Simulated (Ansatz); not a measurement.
# Ni(100) film of 3 layers: electron–phonon coupling and resistivity, part 2 of 5

Each step names its level of theory.

So far: The starting structure; Relaxation.

## Step 3: Relaxing tightly for phonons

Level of this step: DFT PBE, scalar-relativistic, plane waves, PAW; PAW set soft_1 (Ansatz).

No force is left; the cell is relaxed once more with another smearing and tight thresholds.

Contents of input.yaml:

```yaml
crystal:
  lattice:
    - [2.4191829401, 0.0, 0.0]
    - [0.0, 2.4191829401, 0.0]
    - [0.0, 0.0, 30.8399999296]
  atoms:
    - { symbol: Ni, position: [0.0, 0.0, 0.1780422878], spin: 0.84 }
    - { symbol: Ni, position: [0.5, 0.5, 0.2354085608], spin: 0.75 }
    - { symbol: Ni, position: [0.0, 0.0, 0.2927748339], spin: 0.84 }
  periodic: [true, true, false]
kpoints:
  mp_grid: { grid: [12, 12, 1] }
hamiltonian:
  xc: pbe
  pseudopotentials: { kind: paw, azcp: { folder: soft_1 } }
scf:
  occupations: { method: gaussian, width: 0.15 }
output:
  forces: true
  stress: true
  eigenvalues: true
  populations: true
  write_density: true
  write_potential: true
  elf: true
  volumetric_format: npy
magnetization:
  spin_polarized: true
relax:
  adjacent_minimum: "off"
  f_tol: 0.001
  max_steps: 60
  cell: { stress_2d_tol: 0.002 }
```

On the command line:

```sh
$ ansatz run input.yaml --threads 8 --pin off --max-ram 20480MiB --backend cpu --events-out ev --progress --plain --runs-dir out
```

Numbers of over 12 decimals in the logs are rounded to 6 here.

Log:

```text
[the first part of the log is left out]
  Σ components = -17517.500329   (vs F -17517.500329, Δ=0.00e0)
--- Forces (eV/Å), atoms counted from 1 ---
  atom   1  Ni    -0.00000000     0.00000000     0.00040723
  atom   2  Ni    -0.00000000     0.00000000     0.00000000
  atom   3  Ni    -0.00000000     0.00000000    -0.00040723
  max |Σ_I F_I| component: 5.42e-20 eV/Å
--- 2D stress c σ (N/m, compression-positive) ---
       -0.000553       0.000000       0.000000
        0.000000      -0.000553       0.000000
        0.000000       0.000000       0.000000
  P = ½ c Tr σ = -0.0006 N/m
--- Band table (eV; the first three rows and the last of 56) ---
[...]
° read free of the cell's end (the report's vacuum.weakly_bound_levels)
--- Relaxed structure (3 steps of the walk, 3 accepted, 1 SCFs on fresh bases) ---
[...]
cell:  # Å, volume = 180.5867 Å³
    - [2.419835, 0, 0.0]
    - [0, 2.419835, 0.0]
    - [0.0, 0.0, 30.8399999296]
  atoms:
    - { symbol: Ni, position: [0, 0, 0.178048] }
    - { symbol: Ni, position: [0.5, 0.5, 0.235409] }
    - { symbol: Ni, position: [0, 0, 0.292769] }
--- Löwdin populations: 3 sites ---
  site symbol       q [e]    m [muB]
     0     Ni     17.7997     0.7603
     1     Ni     17.7617     0.6662
     2     Ni     17.7997     0.7603
  spilling = 0.011833 (of n_electrons = 54.000000)
```

The job ended after 42 s (8 threads of Arm Neoverse N1, shared host; peak memory 0.85 GiB).

Little changed from the start: no atom moved by 0.005 Å and no cell edge by 0.1 %.

Numbers from this step:

| Item | Value |
| --- | --- |
| magnetization | 2.096 μB |
| absolute magnetization | 2.357 μB |
| site moments | 0.7638, 0.6783, 0.7638 μB |

Spin density in the ca plane at fractional y = 1.000, with atoms of Ni within 0.2 Å of it.

Ten even steps from '0' (0.0 e/Å³) to '9' (2.7 e/Å³), each cell a mean:
```
00000000000000262000000035100000000000000000
00000000000000010000000001000000000000000000
00000000000000000000000000000000000000000000
00000000000000000000000000000000000000000000
00000000000000000000000000000000000000000000
00000000000000000000000000000000000000000000
00000000000000131000000023100000000000000000
00000000000000393000000059200000000000000000
```
Columns run along c (16.0 Å, from fractional 0.00 to 0.52 of the cell), rows up along a (2.4 Å). Atoms in or near the plane, at fractional coordinates: Ni at (0.18, 0.00), Ni at (0.29, 0.00).

ELF in the ca plane at fractional y = 1.000, with atoms of Ni within 0.2 Å of it. It is the smooth field of the valence electrons, not physical close to the nuclei.

Ten even steps from '0' (0.00) to '9' (0.97), each cell a mean:
```
00000000000112695222221278411100000000000000
00000000000111342122222234211100000000000000
00000000001111111222222211111100000000000000
00000000001222222332223222222100000000000000
00000000001122212232223212222100000000000000
00000000001111222122222122211100000000000000
00000000000112574222221257311100000000000000
00000000000112797222221389621100000000000000
```
Columns run along c (16.0 Å, from fractional 0.00 to 0.52 of the cell), rows up along a (2.4 Å). Atoms in or near the plane, at fractional coordinates: Ni at (0.18, 0.00), Ni at (0.29, 0.00).

Electrostatic potential energy in the ca plane at fractional y = 1.000, with atoms of Ni within 0.2 Å of it. With pseudopotentials it is smooth inside the atoms' cores, unlike the true potential.

Values in eV, 5 rows by 16 columns, each cell a mean:
```
  0   0   0   0  -9 -16 -15  -3 -17 -18  -4   0   0   0   0   0
  0   0   0   0  -4 -19  -8  -5 -11 -17  -2   0   0   0   0   0
  0   0   0   0  -2  -8  -5  -6  -6  -7  -1   0   0   0   0   0
  0   0   0   0  -5 -24 -11  -4 -15 -22  -3   0   0   0   0   0
  0   0   0   0 -11  -9 -16  -3 -16 -13  -5   0   0   0   0   0
```
Columns run along c (16.0 Å, from fractional 0.00 to 0.52 of the cell; values clipped at the 3rd and 97th percentile), rows up along a (2.4 Å). Atoms in or near the plane, at fractional coordinates: Ni at (0.18, 0.00), Ni at (0.29, 0.00).

## Step 4: Phonons: q 2×2×1, k 6×6×1

Before any scattering is computed, the phonons show whether the structure is a minimum.

input.yaml, the sections that differ from step 3:

```yaml
crystal:
  lattice:
    - [2.4198346145, 0.0, 0.0]
    - [0.0, 2.4198346145, 0.0]
    - [0.0, 0.0, 30.8399999296]
  atoms:
    - { symbol: Ni, position: [0.0, 0.0, 0.1780481476], spin: 0.84 }
    - { symbol: Ni, position: [0.5, 0.5, 0.2354085608], spin: 0.75 }
    - { symbol: Ni, position: [0.0, 0.0, 0.2927689741], spin: 0.84 }
  periodic: [true, true, false]
kpoints:
  mp_grid: { grid: [6, 6, 1] }
output:
  eigenvalues: true
  populations: true
phonons:
  method: dfpt
  qmesh: [2, 2, 1]
  temperatures: { t_max: 1000, t_step: 50 }
  qpath:
    path: [[0.0, 0.0, 0.0], [0.0, 0.5, 0.0], [0.5, 0.5, 0.0], [0.0, 0.0, 0.0]]
    npoints: 10
# hamiltonian, scf, magnetization: as in step 3
# relax: removed
```

Log:

```text
Warning: crystal.symmetry: narrowed to the stabiliser of the run's FFT grids — unitary ops 16 → 8. A phonons.method: dfpt run fills in the rows of the dynamical matrix that it does not solve by its symmetry operations, which is exact only for operations that map its FFT grids onto themselves: filled in by any other, the frequencies could depend on the order in which like atoms are typed, or, by more than the grids' own error, on where the crystal sits among the grids' points. Excluded: 8 operations. The run can therefore solve more perturbations, solve them on more k-points, or both, and cost more. [rest of the remark cut]
[...]
Crystal: 3 atoms, lattice volume = 180.587 Å³
Basis set: ecut = 420 eV, 3447 PW (Γ), exchange–correlation on 36×36×432 points (8 copies of the dense FFT grid, shifted against one another)
Bands: 34, of which v1, the nominal top of the filled ones, is band 27 counted from 1 (26 counted from 0)
Symmetry: 16 space group operations
[...]
k-points: 10 of 36
[...]
Starting moments: Σ|m| = 2.43 μB on 3 of 3 sites
[...]
SCF 1 converged in 15 iterations: F = -17517.507153 eV  dr2 = 1.06e-9
[...]
a single point of the input's cell can leave the moments in the input for a lower state (scf.lower_state_search): this run first made a single point of its cell. This run's own SCFs start from the density of the state that the single point found, with the moments in the input. The single point stayed on the moments in the input.
k-points: 10 of 36 (irreducible under 8 space group operations)
[...]
SCF iter  10: F=-17517.507153 eV  HF=-17517.507153 eV  |F-HF|=8.37e-11  |Δ(HF+E_count)|=  2.55e-11  Δρ=3.76e-8 (↑2.88e-8 ↓3.76e-8)  dr2=3.86e-12  dr2_m=1.70e-13  M=1.932 μB ∫|m|=2.240 μB  ethr=1.00e-12  ⟨swp⟩=13.2  Hψ=4667  notcnv=0
SCF 2 converged in 10 iterations: F = -17517.507153 eV  dr2 = 3.86e-12
phonons: the bands overlap, so this run is a metal and interpolates without the dipole-dipole term. If the crystal is really an insulator or semiconductor, its LO-TO splitting is missing
NSCF: frozen V_eff on 10 k-points
WARN: eigensolver did not converge (σ=↑ k=5): 1 band(s) unlocked after 2 eigensolves, warm-restarted (20 sweeps on the last) at ethr=2.63e-12 eV (storage-precision floor; scheduled 1.00e-12 eV) (lowest unlocked band 33, counted from 0; max residual 5.72e-5 eV among the unlocked bands, 5.72e-5 eV over every band; other slots of this pass that fall short are told together in one closing line; warning suppressed until the next SCF loop or pass starts)
WARN: eigensolver did not converge in 9 slots of this pass, the one above among them; of largest residual over every band (σ=↓ k=9): 1 band(s) unlocked (lowest unlocked band 33, counted from 0; max residual 9.85e-4 eV among the unlocked bands, 9.85e-4 eV over every band); of lowest unlocked band (σ=↑ k=5): band 33
[...]
DFPT response loops at q = (0, 0, 0) (fractional): preconditioner auto → none (partly filled bands, converged f_vac=0.768); β = 0.30; Anderson in place of MSR1
[...]
SCF converged after 10 iterations
Magnetization: 1.9324 μB (27.9662 up, 26.0338 down)
Absolute magnetization: 2.2432 μB (∫|ρ↑−ρ↓|, with the PAW one-centre terms)
[...]
Per-site moments (μB) at R_I (Å): [(0.699146, 0.998182), (0.673053, 0.998182), (0.699146, 0.998182)]
Free energy (F): -17517.507153 eV
[...]
Internal energy: -17517.453691 eV  (E = F + TS)
E sigma→0 (E₀):  -17517.480422 eV
Entropy (-TS):   -0.053462 eV (-17.821 meV/atom)
Fermi energy:    -4.967110 eV
[...]
--- Band table (eV; the first three rows and the last of 20) ---
  k-point 0 ↑: bands = [... 23 lower, -6.0828, -5.9926, -5.5722, -5.5628, -5.4978, -5.4978, -5.4367, -3.6652, ... 3 higher]
  k-point 1 ↑: bands = [... 23 lower, -6.3164, -6.0973, -5.8907, -5.8418, -5.5995, -5.4391, -4.4611, -2.2381, ... 3 higher]
  k-point 2 ↑: bands = [... 23 lower, -6.2212, -6.0293, -5.7251, -5.6267, -5.5925, -5.5650, -2.7196, 0.2328, ... 3 higher]
  k-point 9 ↓: bands = [... 23 lower, -4.8687, -4.4747, -4.1759, -4.1755, -0.6544, -0.6544, 2.7110, 2.7110, ... 3 higher]
  ° read free of the cell's end (the report's vacuum.weakly_bound_levels)
--- Phonons (Γ-DFPT): 6 representative perturbations + reference (Σ response iterations 75) ---
  ASR residual: 1.168e-4 → 0.000e0 eV/Å²; symmetrization residual: 1.329e-6 eV/Å²
  The last average, over the group as it would stand without the narrowing to the FFT grids, took up to 2.132e-7 eV/Å² of the zone centre's force constants
  ASR residual per site (eV/Å²): 5.54e-5 1.17e-4 5.58e-5
  Γ frequencies (cm⁻¹): 0.00 0.00 0.00 111.59 111.59 168.50 192.23 192.23 254.46
--- Phonons (arbitrary-q DFPT): 3 irreducible q on the 2×2×1 mesh ---
  q = [0.0000, 0.0000, 0.0000] (star 1, of the zone-centre solve; hermiticity 2.85e-7, symmetrization 1.34e-11, taken by the last average 2.29e-8): -0.00 -0.00 0.00 111.59 111.59 168.50 192.23 192.23 254.46
  q = [0.0000, -0.5000, 0.0000] (star 2, 9 solved perturbations in 144 linear systems a pass and spin channel, the states on 16 of 36 k-point pairs; hermiticity 3.74e-7, symmetrization 9.41e-14, taken by the last average 1.21e-8): 82.98 88.55 140.60 142.59 156.82 168.41 242.37 273.35 307.73
[...]
sum rule: each row above includes the acoustic sum rule's correction from the zone centre's row sums; it moved no ω² by more than (0.74 cm⁻¹)²
  mesh force constants: q→R imaginary residual 1.02e-17; ASR residual 1.168e-4 → 0.000e0 eV/Å²; symmetrization residual 3.553e-15 eV/Å²
  interpolated dispersion: 31 rows × 9 modes
  density of states and harmonic sums: on the 26×26×1 q-mesh, interpolated from the force constants of a 2×2×1 supercell (no non-analytic term)
  largest difference from the sums on the solved wave vectors: F 1.30e-1 eV, S 1.95e-4 and C_V 6.42e-5 eV/K
  zero-point energy: 0.101439 eV/cell   skipped modes (ω ≤ 0): 3   left out of the sums: 4.93e-4 of the cell's modes: C_V's classical limit lies that fraction below 3 k_B per atom; for a crystal, a wire or a layer, F and S can be off by more, and a phonons.interpolated_qmesh denser along its periods is the remedy for the sampling
--- Löwdin populations: 3 sites ---
  site symbol       q [e]    m [muB]
     0     Ni     17.8096     0.6844
     1     Ni     17.7661     0.6567
     2     Ni     17.8096     0.6844
  spilling = 0.011385 (of n_electrons = 54.000000)
```

It took 3.9 min on 8 threads; peak memory 2.4 GiB; 26 min of CPU time.

This step gave:

```
magnetization                                                                  : 1.932 μB
absolute magnetization                                                         : 2.243 μB
site moments                                                                   : 0.6991, 0.6731, 0.6991 μB
zero point energy                                                              : 0.1014 eV/cell
share of imaginary modes in the plain interpolation between solved wavevectors : 0
highest frequency, solved or plainly interpolated                              : 307.7 cm⁻¹
```

Solved on the 2×2×1 mesh alone; all other wavevectors are interpolated. Phonon branches along the path, in cm⁻¹:

```tsv
point	branch 1	branch 2	branch 3	branch 4	branch 5	branch 6	branch 7	branch 8	branch 9
Γ	0	0	0	112	112	168	192	192	254
halfway	49	82	98	136	173	178	184	253	260
X	83	89	141	143	157	168	242	273	308
halfway	157	172	172	173	177	205	249	258	294
M	176	183	198	222	222	231	231	282	282
halfway	110	143	158	173	180	183	244	244	246
Γ	0	0	0	112	112	168	192	192	254
```

The phonon branches as a text plot (rows in cm⁻¹):

```
    301 |            ************
    288 |           *            **********
    276 |         **   *******        ***  *****
    263 |       *******       ****  **          ****
    250 |*********             *******              *************
    237 |      *     **********       ***  **************
    224 |    **     *               ************       ****
    212 |  **                     *****      *****       *****
    199 | *       **             ***   ******   ****       *****
    186 |****** *******        **   *******************         *
    173 |*     ***     *************************    ***         *
    160 | ******  ***    ***********            **  ************
    147 |    **     *************                 *****  **
    135 |  **   **** **  *    *                   **   **  ***
    122 | *    *    *         *                            *****
    109 |*******            **                      ***  **     *
     96 |    ** ****      **
     83 |       **  ********                           **
     71 |  **       *                                      ***
     58 |      *  **                                     **
     45 |    *****                                            **
     32 | *  **                                            *****
     19 |  **                                                 **
      6 |**                                                     *
         Γ               X               M                      Γ
```

Lowest modes at the softest wavevector of the mesh. Modes at q = (0.500, 0.000, 0.000):

```tsv
mode	frequency (cm⁻¹)
1	83.0
2	88.6
3	140.6
4	142.6
5	156.8
6	168.4
```

Displacements in mode 1 (83.0 cm⁻¹), the largest set to 1, in the home cell:
```
Ni1  0.00  1.00  0.00
Ni2  0.00  0.00  0.00
Ni3  0.00 -1.00  0.00
```

Displacements in mode 5 (156.8 cm⁻¹), the largest set to 1, in the home cell:
```
Ni1  0.51  0.00  0.00
Ni2  0.00  0.00  1.00
Ni3 -0.51  0.00  0.00
```

Among the solved wavevectors the lowest mode, translations apart, is 83 cm⁻¹, so these are real on this k mesh.

(Continued in part 3 of 5.)

[Logs are printed without paths, hosts, clocks, repeated set-up lines and the standing remarks that a program may print on its own settings, such as how far it seeks lower states.]

[Hosts, paths, dates, database ids (printed as entryN), source tags and the programs' standing remarks are cut or masked in the printed files.]
